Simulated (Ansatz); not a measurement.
# Which site? a vacancy of Te in Σ7 (111) twist boundary in a CdSe-CdTe solid solution (84 atoms): runs compared

Aim: make a vacancy of Te at several sites of Σ7 (111) twist boundary in a CdSe-CdTe solid solution (84 atoms), relax each, and compare their energies.

Computed with Ansatz 0.2.0: Kohn-Sham DFT, PBE, PAW (set soft_2, large core), plane waves.

**1. The cell as built**

The cell holds 84 atoms: 42 Cd, 27 Se and 15 Te. Its edges and angles: a = 11.631 Å, b = 11.631 Å, c = 21.369 Å, α = 90.0°, β = 90.0°, γ = 60.0°. It derives from CdSe and CdTe. Zinc-blende CdSe lattice (a = 6.2172 Å, the value set for the mixture); two grains turned against each other by 81.79 deg about [111]; 1 x 1 coincidence cells, 1 lattice periods a grain, two boundaries a cell, upper grain shifted by [0.351, 0.277] of the boundary cell and opened by 0 Å, no atom removed; 15 of 42 Se sites given to Te at random (lattice constant by Vegard's rule between CdSe and CdTe); annealed from 300 K for 3 ps and minimised with a classical potential (one cell length free). Regions: lower grain, 42 atoms (21 Cd, 13 Se and 8 Te); upper grain, 42 atoms (21 Cd, 7 Te and 14 Se).

Limits known from the start: Only the Γ point is sampled, in a cell whose shortest periodic width is 10 Å. Spin–orbit coupling is left out, which matters for the levels of the heavy elements.

**2. The reference run**

The reference is a single point at the end of the relaxation.

Every defect cell starts from the geometry of this run and is relaxed in the fixed cell.

Its input, with most atom lines left out:

```yaml
crystal:
  lattice:
    - [11.63132, 0.0, 0.0]
    - [5.81566, 10.07302, 0.0]
    - [0.0, 0.0, 21.36885]
  atoms:
    - { symbol: Cd, position: [0.56634, 0.35495, 0.44938] }
    - { symbol: Se, position: [0.5518, 0.35789, 0.07029] }
    - { symbol: Cd, position: [0.70747, 0.12068, 0.12007] }
    - { symbol: Se, position: [0.72519, 0.11737, 0.24266] }
    - { symbol: Cd, position: [0.13806, 0.60708, 0.43621] }
    - { symbol: Se, position: [0.11073, 0.62772, 0.05333] }
    - { symbol: Cd, position: [0.17061, 0.80051, 0.10123] }
    [... atom lines 8 to 84 left out ...]
kpoints:
  mp_grid: { grid: [1, 1, 1] }
hamiltonian:
  xc: pbe
  pseudopotentials: { kind: paw, core: large }
scf:
  occupations: { method: fermi_dirac, width: 0.025 }
output:
  forces: true
  stress: true
  populations: true
  dos:
    method: { smearing: { sigma: 0.08 } }
    de: 0.1
    projected:
      site_lists:
        Cd: [Cd]
        Se: [Se]
        Te: [Te]
        lower_grain: [0, 1, 2, 3, 4, 5, 6, 7, 8, 9, 10, 11, 12, 13, 14, 15, 16, 17, 18, 19, 20, 21, 22, 23, 24, 25, 26, 27, 28, 29, 30, 31, 32, 33, 34, 35, 36, 37, 38, 39, 40, 41]
        upper_grain: [42, 43, 44, 45, 46, 47, 48, 49, 50, 51, 52, 53, 54, 55, 56, 57, 58, 59, 60, 61, 62, 63, 64, 65, 66, 67, 68, 69, 70, 71, 72, 73, 74, 75, 76, 77, 78, 79, 80, 81, 82, 83]
  eigenvalues: true
  write_density: true
  write_potential: true
  volumetric_format: npy
```

| Item | Value |
| --- | --- |
| free energy per atom | -5839.4712 eV/atom |
| r.m.s. force component | 0.0066 eV/Å |
| pressure | 2.166 GPa |

Filled and empty levels are parted by 0.360 eV at Γ alone; the mesh holds the band edges only if they fold onto it, so the gap at this level can be narrower or closed.

**3. The runs**

Each row is one run, on 4 threads of Arm Neoverse V2, shared host. The free energy is the program's total, comparable only between runs with the same functional, potentials and atoms.

```csv
run,atoms,outcome,"ionic steps, all passes",free energy (eV),time,host memory (GiB)
Single point at the start,84,converged,-,-490514.390,61 s,3.9
Relaxation,84,converged,13,-490515.579,7.8 min,4.0
Single point at the relaxed geometry,84,converged,-,-490515.579,88 s,4.1
"Vacancy of Te, site Te26",83,converged,8,-485569.816,7.6 min,4.1
"Vacancy of Te, site Te80",83,converged,12,-485569.584,10 min,4.1
"Vacancy of Te, site Te84",83,converged,7,-485569.655,6.3 min,4.1
"Vacancy of Te, site Te56",83,converged,13,-485569.894,11 min,4.1
"Vacancy of Te, site Te42",83,converged,13,-485569.798,11 min,4.1
```

In some runs the program notes that potentials were chosen by core size.

The surroundings of site Te56, the cheapest one, after relaxation: 10 atoms, nearest first, with positions taken from that point. Atoms keep their numbers of the cell before the removal, where the removed atom was number 56.

```csv
atom,x,y,z,distance (Å),bonds
Cd73,-0.49,-1.64,0.87,1.92,3
Cd57,-1.22,1.30,1.19,2.14,3
Cd63,1.90,0.77,1.02,2.29,3
Cd19,-0.90,-1.63,-2.62,3.22,3
Se38,-1.68,0.84,-3.06,3.59,4
Cd17,-0.24,2.95,-2.13,3.64,4
Te62,3.85,-1.21,0.28,4.05,4
Se78,0.80,-3.98,0.08,4.06,4
Te44,-0.50,4.00,0.51,4.06,4
Cd5,3.42,-0.37,-2.38,4.18,4
```

The column of bonds counts only the pairs Cd-Se within 3.23 Å, Cd-Te within 3.30 Å; other neighbours, such as metal atoms beside each other in a compound, aren't counted, and periodic images can show an atom twice.

**4. The sites compared**

All these cells hold the same atoms, so their energies can be compared with no chemical potential.

```csv
site,neighbours,mean distance (Å),atoms within 6 Å,region,distance to the other part (Å; 6 means 6 or more),energy over the best site (eV),before relaxation (eV),gain on relaxing (eV)
Te56,Cd4,2.84,28,upper grain,2.9,0.00,0.03,0.73
Te26,Cd4,2.83,29,lower grain,2.9,0.08,0.00,0.63
Te42,Cd4,2.80,29,lower grain,3.9,0.10,0.08,0.68
Te84,Cd4,2.84,31,upper grain,3.7,0.24,0.24,0.71
Te80,Cd4,2.80,28,upper grain,6.0,0.31,0.25,0.64
```

Neighbours are those of the relaxed host within 3.30 Å (Cd-Te); other pairs aren't counted.

**5. What came out**

The cheapest site is Te56 (4 neighbours, Cd4, in the upper grain); the dearest, Te80 (4 neighbours, Cd4, in the upper grain), costs 0.31 eV more. Over 5 sites the energy rises with the distance to the other part (correlation +0.84). Sites with the same first shell differ by up to 0.31 eV, from their geometry, farther neighbours or both. Relaxation changes the order: the best site before relaxing was Te26.

Caveats: Defects are neutral and interact with their images. Only 5 of the 15 Te sites were tried; unless symmetry makes the others alike to these, a cheaper one may exist. The host structure and its lattice constant were typed by rule, without a check against the phase diagram. The pressure of 2.2 GPa means that a free cell would grow at this level.

The DFT runs together took 57 min of wall time.

[Logs are printed without paths, hosts, clocks, repeated set-up lines and the standing remarks that a program may print on its own settings, such as how far it seeks lower states.]

[Hosts, paths, dates, database ids (printed as entryN), source tags and the programs' standing remarks are cut or masked in the printed files.]
